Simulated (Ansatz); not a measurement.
## 1T-TiO2 monolayer in a perpendicular field

What dipole does a perpendicular field induce in the 1T-TiO2 monolayer, and does the gap follow? A positive field points along +c.

Program: Ansatz 0.2.0. Level of theory: plane-wave DFT, PBE-D3(BJ), Ansatz PAW. Results are calculated unless marked as measured.

### Step 1. Starting point

The cell holds 3 atoms: 2 O and 1 Ti. Its edges and angles: a = 2.990 Å, b = 2.990 Å, c = 35.961 Å, α = 90.0°, β = 90.0°, γ = 120.0°. Vacuum lies along c.

### Step 2. Relaxing the slab

The starting cell is a guess, so the in-plane lattice and the atoms are relaxed first, with the slab cut off from its images along the normal.

input.yaml

```yaml
crystal:
  lattice:
    - [2.99, 0.0, 0.0]
    - [-1.495, 2.5894159573, 0.0]
    - [0.0, 0.0, 35.9611921239]
  atoms:
    - { symbol: O, position: [0.6666666667, 0.3333333333, 0.4657798869] }
    - { symbol: Ti, position: [0.0, 0.0, 0.5] }
    - { symbol: O, position: [0.3333333333, 0.6666666667, 0.5342201131] }
  periodic: [true, true, false]
kpoints:
  mp_grid: { grid: [12, 12, 1] }
hamiltonian:
  xc: pbe
  dispersion: d3bj
scf:
  occupations: { method: fermi_dirac, width: 0.05 }
  convergence: { dr2_threshold: 1.0e-09 }
relax:
  f_tol: 0.004
  max_steps: 90
  cell: {}
output:
  write_potential: true
  write_density: true
  volumetric_format: npy
```

Launch:

```bash
ansatz run input.yaml --threads 2 --pin off --max-ram 3072MiB --backend cpu --events-out ev --progress --plain --runs-dir out
```

Numbers of over 12 decimals in the logs are rounded to 6 here.

The log of the run:

```text
Warning: relax.cell: scf.convergence.dr2_threshold = 1e-9 eV is looser than the 1.93197752949e-10 eV advised for a relaxation that steers and ends on the stress (1e-10 eV for each atom of the cell: 3, times the square of relax.cell.stress_2d_tol = 0.05 N/m over 12.5 Å (the atoms' height at the walk's start and 5 Å past either face), 4.012e-2 GPa, over a crystal's default 0.05). What an SCF threshold leaves in a stress goes as its square root, and in the free energy as the threshold itself, and one threshold admits the most on a small cell: [figures from the program's tests cut] Set scf.convergence.dr2_threshold to 1.93197752949e-10 eV or tighter. [rest of the remark cut]
Engine: ansatz 0.2.0, aarch64-unknown-linux-gnu
Pseudopotentials: kind: paw
Pseudopotential: O, paw, valence charge 6, recommended cutoff 420 eV (normal), O.paw.azcp
Pseudopotential: Ti, paw, valence charge 12, recommended cutoff 420 eV (normal), Ti.paw.azcp
Functional definition: PBE
  parameter kappa = 0.804
  parameter beta = 0.066725
  exchange = pbe_x(kappa = kappa, mu = beta*pi^2/3)
  correlation = pbe_c(beta = beta)
Crystal: 3 atoms, lattice volume = 278.424 Å³
Basis set: ecut = 420 eV, 5305 PW (Γ), exchange–correlation on 40×40×486 points (8 copies of the dense FFT grid, shifted against one another)
Bands: 16, of which v1, the nominal top of the filled ones, is band 12 counted from 1 (11 counted from 0)
Symmetry: 12 space group operations
Space group: P-3m1 (ITA 164), of the structure as read, at distance tolerance 6.5e-5 Å
k-points: 19 of 144
Non-local potential: O, projectors of the file, l = 0: 2, l = 1: 2, l = 2: 1
Non-local potential: Ti, projectors of the file, l = 0: 3, l = 1: 2, l = 2: 3, l = 3: 1
PAW form: soft (Blöchl's): semilocal exchange-correlation on the pseudo side does not see the compensation charge
PAW one-centre angular grid: O, 110 points (default); XC on 64 Gauss nodes
PAW one-centre angular grid: Ti, 590 points (default); XC on 64 Gauss nodes
Initial density: superposition of atomic densities (neutral atoms: chi_scale 0, normalization atom), corrected by the library's trained network
Initial wavefunctions: pseudopotential atomic-orbital guess
Functional: x = pbe(κ = 0.804, μ = 0.219515), c = pbe(β = 0.066725)
SCF iter   1: F=—  HF=-3637.506061 eV  |F-HF|=—  |Δ(HF+E_count)|=         —  Δρ=2.28e-3  dr2=1.86e-2  ethr=1.77e-3  ⟨swp⟩=11.5  Hψ=2476  notcnv=0
preconditioner: auto → Resta (q_TF=auto, 1.813 Å⁻¹)  ε∞=2.1  [insulator: Δε(μ)=1.640 eV  Ē_g=8.685 eV  σ=0.050 eV  W_gap=1.00  n_scr=20 (ndim 8)  ℏωp=8.9 eV  f_vac=0.845  D(μ)=0.00/eV (n_scr^D=0)  ε∞_Penn≈2.1  vacuum switching on, ρ_ref=5.5e-3 e/Å³]
SCF iter   2: F=—  HF=-3637.511482 eV  |F-HF|=—  |Δ(HF+E_count)|=   5.42e-3  Δρ=4.02e-3  dr2=5.68e-2  ethr=7.73e-5  ⟨swp⟩=3.7  Hψ=934  notcnv=0
SCF iter   3: F=—  HF=-3637.504387 eV  |F-HF|=—  |Δ(HF+E_count)|=   7.10e-3  Δρ=6.17e-4  dr2=7.87e-4  ethr=7.73e-5  ⟨swp⟩=2.8  Hψ=563  notcnv=0
SCF iter   4: F=—  HF=-3637.504782 eV  |F-HF|=—  |Δ(HF+E_count)|=   3.96e-4  Δρ=1.10e-4  dr2=1.11e-5  ethr=3.28e-6  ⟨swp⟩=3.1  Hψ=607  notcnv=0
SCF iter   5: F=—  HF=-3637.504796 eV  |F-HF|=—  |Δ(HF+E_count)|=   1.40e-5  Δρ=2.89e-5  dr2=1.43e-6  ethr=4.64e-8  ⟨swp⟩=3.5  Hψ=698  notcnv=0
SCF iter   6: F=—  HF=-3637.504892 eV  |F-HF|=—  |Δ(HF+E_count)|=   9.57e-5  Δρ=9.01e-6  dr2=1.09e-7  ethr=5.94e-9  ⟨swp⟩=3.3  Hψ=682  notcnv=0
SCF iter   7: F=—  HF=-3637.504892 eV  |F-HF|=—  |Δ(HF+E_count)|=   1.16e-7  Δρ=3.06e-6  dr2=1.62e-8  ethr=4.55e-10  ⟨swp⟩=2.9  Hψ=616  notcnv=0
SCF iter   8: F=-3637.504892 eV  HF=-3637.504892 eV  |F-HF|=2.19e-9  |Δ(HF+E_count)|=   4.56e-9  Δρ=7.08e-7  dr2=7.63e-10  ethr=4.17e-12  ⟨swp⟩=10.2  Hψ=2725  notcnv=0
SCF 1 converged in 8 iterations: F = -3637.504892 eV  dr2 = 7.63e-10
  greatest PAW one-centre occupation: 0.999 electrons in one spin orbital (limit 2), on the Ti atom at site 1 (counted from 0), in its partial waves of l = 0
relax step   1: F+E_penalty+E_count = -3637.50489214 eV  Δ(F+E_penalty+E_count) = +0.000e0 eV  max|allowed force component| = 4.193e0 eV/Å  Δτ_max = 0.0000 Å  P = -8.205 N/m  Ω = 278.424 Å³  fix = [c, alpha, beta]  reactions: c -0.000 N/m  (8 SCF iters, accepted)
Crystal: 3 atoms, lattice volume = 280.284 Å³
Basis set: ecut = 420 eV, 5317 PW (Γ), exchange–correlation on 40×40×486 points (8 copies of the dense FFT grid, shifted against one another)
Initial density: handed on by an earlier stage of this run
Initial wavefunctions: those handed on with the density
iter 1 solved again at ethr=1.63e-3 eV; its pass at ethr=3.10e-3 eV (dr2=3.92e-1 eV) is discarded
SCF iter   1: F=—  HF=-3638.753434 eV  |F-HF|=—  |Δ(HF+E_count)|=         —  Δρ=1.27e-2  dr2=3.97e-1  ethr=1.63e-3  ⟨swp⟩=1.4  Hψ=3115  notcnv=0
preconditioner: auto → Resta (q_TF=auto, 1.811 Å⁻¹)  ε∞=1.8  [insulator: Δε(μ)=2.706 eV  Ē_g=9.644 eV  σ=0.050 eV  W_gap=1.00  n_scr=20 (ndim 8)  ℏωp=8.9 eV  f_vac=0.854  D(μ)=0.00/eV (n_scr^D=0)  ε∞_Penn≈1.8  vacuum switching on, ρ_ref=6.7e-3 e/Å³]
SCF iter   2: F=—  HF=-3638.634842 eV  |F-HF|=—  |Δ(HF+E_count)|=   1.19e-1  Δρ=6.64e-3  dr2=1.75e-1  ethr=1.63e-3  ⟨swp⟩=2.7  Hψ=617  notcnv=0
SCF iter   3: F=—  HF=-3638.629217 eV  |F-HF|=—  |Δ(HF+E_count)|=   5.62e-3  Δρ=6.90e-3  dr2=1.35e-1  ethr=7.28e-4  ⟨swp⟩=3.3  Hψ=623  notcnv=0
SCF iter   4: F=—  HF=-3638.605304 eV  |F-HF|=—  |Δ(HF+E_count)|=   2.39e-2  Δρ=1.02e-3  dr2=1.14e-3  ethr=5.63e-4  ⟨swp⟩=2.9  Hψ=624  notcnv=0
SCF iter   5: F=—  HF=-3638.606033 eV  |F-HF|=—  |Δ(HF+E_count)|=   7.29e-4  Δρ=7.48e-4  dr2=1.31e-3  ethr=4.74e-6  ⟨swp⟩=3.5  Hψ=774  notcnv=0
SCF iter   6: F=—  HF=-3638.605814 eV  |F-HF|=—  |Δ(HF+E_count)|=   2.19e-4  Δρ=6.50e-5  dr2=1.29e-5  ethr=4.74e-6  ⟨swp⟩=2.9  Hψ=529  notcnv=0
SCF iter   7: F=—  HF=-3638.605804 eV  |F-HF|=—  |Δ(HF+E_count)|=   9.64e-6  Δρ=2.73e-5  dr2=1.40e-6  ethr=5.37e-8  ⟨swp⟩=3.6  Hψ=651  notcnv=0
SCF iter   8: F=—  HF=-3638.605904 eV  |F-HF|=—  |Δ(HF+E_count)|=   1.00e-4  Δρ=3.22e-6  dr2=2.50e-8  ethr=5.84e-9  ⟨swp⟩=3.2  Hψ=567  notcnv=0
SCF iter   9: F=—  HF=-3638.605904 eV  |F-HF|=—  |Δ(HF+E_count)|=   4.76e-9  Δρ=1.01e-6  dr2=2.29e-9  ethr=1.04e-10  ⟨swp⟩=3.5  Hψ=677  notcnv=0
SCF iter  10: F=-3638.605904 eV  HF=-3638.605904 eV  |F-HF|=7.73e-12  |Δ(HF+E_count)|=  4.26e-10  Δρ=1.69e-7  dr2=5.16e-11  ethr=4.17e-12  ⟨swp⟩=11.4  Hψ=2211  notcnv=0
SCF 2 converged in 10 iterations: F = -3638.605904 eV  dr2 = 5.16e-11
relax step   2: F+E_penalty+E_count = -3638.60590399 eV  Δ(F+E_penalty+E_count) = -1.101e0 eV  max|allowed force component| = 1.400e0 eV/Å  Δτ_max = 0.1949 Å  P = -4.776 N/m  Ω = 280.284 Å³  energy of the carried Pulay correction = -1.030e-3 eV  fix = [c, alpha, beta]  reactions: c -0.000 N/m  (10 SCF iters, accepted)
Crystal: 3 atoms, lattice volume = 273.389 Å³
Basis set: ecut = 420 eV, 5233 PW (Γ), exchange–correlation on 40×40×486 points (8 copies of the dense FFT grid, shifted against one another)
iter 1 solved again at ethr=5.69e-4 eV; its pass at ethr=3.10e-3 eV (dr2=1.37e-1 eV) is discarded
SCF iter   1: F=—  HF=-3638.764623 eV  |F-HF|=—  |Δ(HF+E_count)|=         —  Δρ=7.05e-3  dr2=1.45e-1  ethr=5.69e-4  ⟨swp⟩=2.0  Hψ=2849  notcnv=0
preconditioner: auto → Resta (q_TF=auto, 1.819 Å⁻¹)  ε∞=1.8  [insulator: Δε(μ)=2.840 eV  Ē_g=10.208 eV  σ=0.050 eV  W_gap=1.00  n_scr=20 (ndim 8)  ℏωp=9.0 eV  f_vac=0.856  D(μ)=0.00/eV (n_scr^D=0)  ε∞_Penn≈1.8  vacuum switching on, ρ_ref=7.6e-3 e/Å³]
SCF iter   2: F=—  HF=-3638.713473 eV  |F-HF|=—  |Δ(HF+E_count)|=   5.11e-2  Δρ=2.87e-3  dr2=3.15e-2  ethr=5.69e-4  ⟨swp⟩=2.7  Hψ=617  notcnv=0  defer=1
SCF iter   3: F=—  HF=-3638.713198 eV  |F-HF|=—  |Δ(HF+E_count)|=   2.75e-4  Δρ=3.37e-3  dr2=3.27e-2  ethr=1.31e-4  ⟨swp⟩=3.6  Hψ=695  notcnv=0
SCF iter   4: F=—  HF=-3638.707002 eV  |F-HF|=—  |Δ(HF+E_count)|=   6.20e-3  Δρ=4.35e-4  dr2=2.01e-4  ethr=1.31e-4  ⟨swp⟩=2.8  Hψ=558  notcnv=0
SCF iter   5: F=—  HF=-3638.707179 eV  |F-HF|=—  |Δ(HF+E_count)|=   1.77e-4  Δρ=2.89e-4  dr2=1.82e-4  ethr=8.39e-7  ⟨swp⟩=3.5  Hψ=723  notcnv=0
SCF iter   6: F=—  HF=-3638.707143 eV  |F-HF|=—  |Δ(HF+E_count)|=   3.62e-5  Δρ=7.19e-5  dr2=7.66e-6  ethr=7.58e-7  ⟨swp⟩=2.7  Hψ=485  notcnv=0
SCF iter   7: F=—  HF=-3638.707099 eV  |F-HF|=—  |Δ(HF+E_count)|=   4.38e-5  Δρ=1.60e-5  dr2=5.27e-7  ethr=3.19e-8  ⟨swp⟩=2.7  Hψ=612  notcnv=0
SCF iter   8: F=—  HF=-3638.707197 eV  |F-HF|=—  |Δ(HF+E_count)|=   9.83e-5  Δρ=1.60e-6  dr2=5.05e-9  ethr=2.19e-9  ⟨swp⟩=3.1  Hψ=610  notcnv=0
SCF iter   9: F=-3638.707197 eV  HF=-3638.707197 eV  |F-HF|=2.40e-10  |Δ(HF+E_count)|=  8.58e-10  Δρ=3.63e-7  dr2=2.73e-10  ethr=4.17e-12  ⟨swp⟩=13.1  Hψ=2515  notcnv=0
SCF 3 converged in 9 iterations: F = -3638.707197 eV  dr2 = 2.73e-10
relax step   3: F+E_penalty+E_count = -3638.70719733 eV  Δ(F+E_penalty+E_count) = -1.013e-1 eV  max|allowed force component| = 5.505e-1 eV/Å  Δτ_max = 0.0876 Å  P = +2.539 N/m  Ω = 273.389 Å³  energy of the carried Pulay correction = +2.825e-3 eV  fix = [c, alpha, beta]  reactions: c +0.000 N/m  (9 SCF iters, accepted)
[...]
relax step   4: F+E_penalty+E_count = -3638.72247155 eV  Δ(F+E_penalty+E_count) = -1.527e-2 eV  max|allowed force component| = 5.335e-2 eV/Å  Δτ_max = 0.0228 Å  P = -0.230 N/m  Ω = 276.344 Å³  energy of the carried Pulay correction = +1.161e-3 eV  fix = [c, alpha, beta]  reactions: c -0.000 N/m  (9 SCF iters, accepted)
[...]
relax step   5: F+E_penalty+E_count = -3638.72277305 eV  Δ(F+E_penalty+E_count) = -3.015e-4 eV  max|allowed force component| = 2.153e-4 eV/Å  Δτ_max = 0.0021 Å  P = +0.001 N/m  Ω = 276.097 Å³  energy of the carried Pulay correction = +1.299e-3 eV  fix = [c, alpha, beta]  reactions: c +0.000 N/m  (7 SCF iters, accepted)
Initial wavefunctions: pseudopotential atomic-orbital guess (no wavefunctions were taken with the density)
iter 1 solved again at ethr=5.35e-8 eV; its pass at ethr=3.10e-3 eV (dr2=1.28e-5 eV) is discarded
SCF iter   1: F=—  HF=-3638.721646 eV  |F-HF|=—  |Δ(HF+E_count)|=         —  Δρ=2.53e-5  dr2=2.58e-7  ethr=5.35e-8  ⟨swp⟩=7.0  Hψ=4014  notcnv=0
preconditioner: auto → Resta (q_TF=auto, 1.816 Å⁻¹)  ε∞=1.8  [insulator: Δε(μ)=2.762 eV  Ē_g=9.993 eV  σ=0.050 eV  W_gap=1.00  n_scr=20 (ndim 8)  ℏωp=8.9 eV  f_vac=0.856  D(μ)=0.00/eV (n_scr^D=0)  ε∞_Penn≈1.8  vacuum switching on, ρ_ref=7.2e-3 e/Å³]
SCF iter   2: F=—  HF=-3638.721681 eV  |F-HF|=—  |Δ(HF+E_count)|=   3.56e-5  Δρ=1.30e-5  dr2=1.88e-7  ethr=1.08e-9  ⟨swp⟩=3.3  Hψ=599  notcnv=0
SCF iter   3: F=—  HF=-3638.721681 eV  |F-HF|=—  |Δ(HF+E_count)|=   1.09e-7  Δρ=1.01e-5  dr2=2.00e-7  ethr=7.82e-10  ⟨swp⟩=2.9  Hψ=565  notcnv=0
SCF iter   4: F=—  HF=-3638.721681 eV  |F-HF|=—  |Δ(HF+E_count)|=   2.73e-9  Δρ=1.60e-6  dr2=2.12e-9  ethr=7.82e-10  ⟨swp⟩=3.2  Hψ=520  notcnv=0
SCF iter   5: F=-3638.721681 eV  HF=-3638.721681 eV  |F-HF|=9.09e-12  |Δ(HF+E_count)|=   2.67e-9  Δρ=2.93e-7  dr2=8.44e-11  ethr=4.17e-12  ⟨swp⟩=16.4  Hψ=2793  notcnv=0
SCF 6 converged in 5 iterations: F = -3638.721681 eV  dr2 = 8.44e-11
relax step   6: F+E_penalty+E_count = -3638.72168129 eV  Δ(F+E_penalty+E_count) = +1.092e-3 eV  max|allowed force component| = 2.419e-4 eV/Å  Δτ_max = 0.0000 Å  P = -0.046 N/m  Ω = 276.097 Å³  fix = [c, alpha, beta]  reactions: c -0.000 N/m  stress off target by 4.59e-2 N/m on what of the cell is left free  SCF on the basis re-selected at this cell (its energy is not comparable with the rows above)  (5 SCF iters)
basis re-selected at this cell: Δ(F+E_penalty+E_count) = +1.092e-3 eV, ΔP = -0.047 N/m vs the last step (what re-selecting the basis moved, of the pressure what is left beyond the Pulay correction that the steps carried, after the strain that the cell walked since its last selection, with what the two solves' SCF thresholds leave and, on support functions, any second-order correction that the steps lacked; it is no m [...]
WARN: The output density's exchange-correlation potential varies sharply where the density is thin. Do not read a vacuum level from v_tot or v_xc, or from such a field of the output density. On a cell that repeats whose density bears no net charge and no dipole along the vacuum's axis use v_es (v_loc + v_h of the components); under efield.dipole_correction with no amplitude use v_es + v_field, which holds any externa [...]
SCF converged after 5 iterations
Free energy (F): -3638.721681 eV
Harris-Foulkes:  -3638.721681 eV  (|F-HF|=9.09e-12)
Internal energy: -3638.721681 eV  (E = F + TS)
E sigma→0 (E₀):  -3638.721681 eV
Fermi energy:    -6.905943 eV
--- Per-component energies (eV) ---
  E_band       = -598.441181
  E_kinetic    = 622.594256
  E_local      = -56080.500133  (includes V_loc(G=0)·N_el)
  E_nonlocal   = 98.358643
  E_hartree    = 27655.285029
  E_xc         = -246.201226
  E_vxc        = -311.754172  (∫ρ·V_xc dr)
  E_paw        = -1360.781438  (= ΣΔE_a)
  E_vpaw       = -237.715299  (= ΣTr[D̂ρ^β])
  E_aug_tail   = 0.005135  (compensation charges beyond the density's cutoff)
  E_ewald      = 25672.922840
  E_disp       = -0.404786  (pairwise vdW)
  E_smearing   = -0.000000  (= −TS)
  E_closure    = 0.000000  (closes the sum)
  Σ components = -3638.721681   (vs F -3638.721681, Δ=0.00e0)
--- Forces (eV/Å), atoms counted from 1 ---
  atom   1  O      0.00000000     0.00000000     0.00024194
  atom   2  Ti     0.00000000     0.00000000     0.00000000
  atom   3  O     -0.00000000    -0.00000000    -0.00024194
  max |Σ_I F_I| component: 9.25e-18 eV/Å
--- 2D stress c σ (N/m, compression-positive) ---
       -0.045899       0.000000      -0.000000
        0.000000      -0.045899       0.000000
       -0.000000       0.000000      -0.000000
  P = ½ c Tr σ = -0.0459 N/m
--- Band table (eV; the first three rows and the last of 19) ---
  k-point 0: bands = [... 8 lower, -11.9268, -8.9686, -8.4849, -8.4849, -5.5748, -5.5748, -3.8625, -1.3788]
  k-point 1: bands = [... 8 lower, -11.8547, -8.9018, -8.7588, -8.6408, -5.4765, -5.4062, -3.8890, -1.6288]
  k-point 2: bands = [... 8 lower, -11.6105, -9.6509, -8.9803, -8.5050, -5.3109, -5.0428, -3.9781, -2.0744]
  k-point 18: bands = [... 8 lower, -11.0792, -9.7642, -9.7642, -9.3900, -5.3480, -4.2881, -4.2881, -1.9538]
--- Relaxed structure (5 steps of the walk, 5 accepted, 1 SCFs on fresh bases) ---
  F+E_penalty+E_count = -3638.72168129 eV   max|allowed force component| = 2.419e-4 eV/Å   (the final SCF, on the basis selected at the relaxed cell)
  cell:  # Å, volume = 276.0972 Å³
    - [2.977478, 0.0, 0]
    - [-1.488739, 2.578572, 0]
    - [0, 0, 35.9611921239]
  atoms:
    - { symbol: O, position: [0.666667, 0.333333, 0.473060] }
    - { symbol: Ti, position: [0, 0, 0.500000] }
    - { symbol: O, position: [0.333333, 0.666667, 0.526940] }
```

Elapsed: 19 s, on 2 threads of Arm Neoverse V1, shared host; peak memory 0.5 GiB.

The steps of the relaxation:

| step | energy less that of the first step (eV) | largest force component (eV/Å) | volume (Å³) |
| --- | --- | --- | --- |
| 1 | 0.0000 | 4.1935 | 278.42 |
| 2 | -1.1010 | 1.4003 | 280.28 |
| 3 | -1.2023 | 0.5505 | 273.39 |
| 4 | -1.2176 | 0.0534 | 276.34 |
| 5 | -1.2179 | 0.0002 | 276.10 |
| 6* | -1.2168 | 0.0002 | 276.10 |

Relaxation steps marked * repeat the geometry before them on a plane-wave basis chosen anew for their cell, so energy and pressure can jump there.

The run keeps the 12 symmetry operations that it works with, so distortions that break them were not tested.

| cell as run | before | after | change |
| --- | --- | --- | --- |
| a (Å) | 2.990 | 2.977 | -0.4 % |
| b (Å) | 2.990 | 2.977 | -0.4 % |

The atoms that moved most (Å, along periodic axes as changes of fractional coordinates times the final cell, across vacuum about the mean position):

| atom | dx | dy | dz | length |
| --- | --- | --- | --- | --- |
| O3 | 0.000 | 0.000 | -0.262 | 0.262 |
| O1 | 0.000 | 0.000 | 0.262 | 0.262 |

The relaxed structure:

```xyz
3
Lattice="2.9775 0.0000 0.0000 -1.4887 2.5786 0.0000 0.0000 0.0000 35.9612" Properties=species:S:1:pos:R:3
O     1.4887    0.8595   17.0118
Ti    0.0000    0.0000   17.9806
O     0.0000    1.7190   18.9494
```

This step gave:

| Property | Result |
| --- | --- |
| gap on the k-mesh | 2.762 eV |

The lattice constant a goes from 2.990 to 2.977 Å.

[end of part 1 of 2]

[Logs are printed without paths, hosts, clocks, repeated set-up lines and the standing remarks that a program may print on its own settings, such as how far it seeks lower states.]

[Hosts, paths, dates, database ids (printed as entryN), source tags and the programs' standing remarks are cut or masked in the printed files.]

[Maps of the electrostatic potential energy from Ansatz leave out the sawtooth potential of an applied field or a dipole correction, so their vacuum need not be flat; planar profiles and work functions include it.]
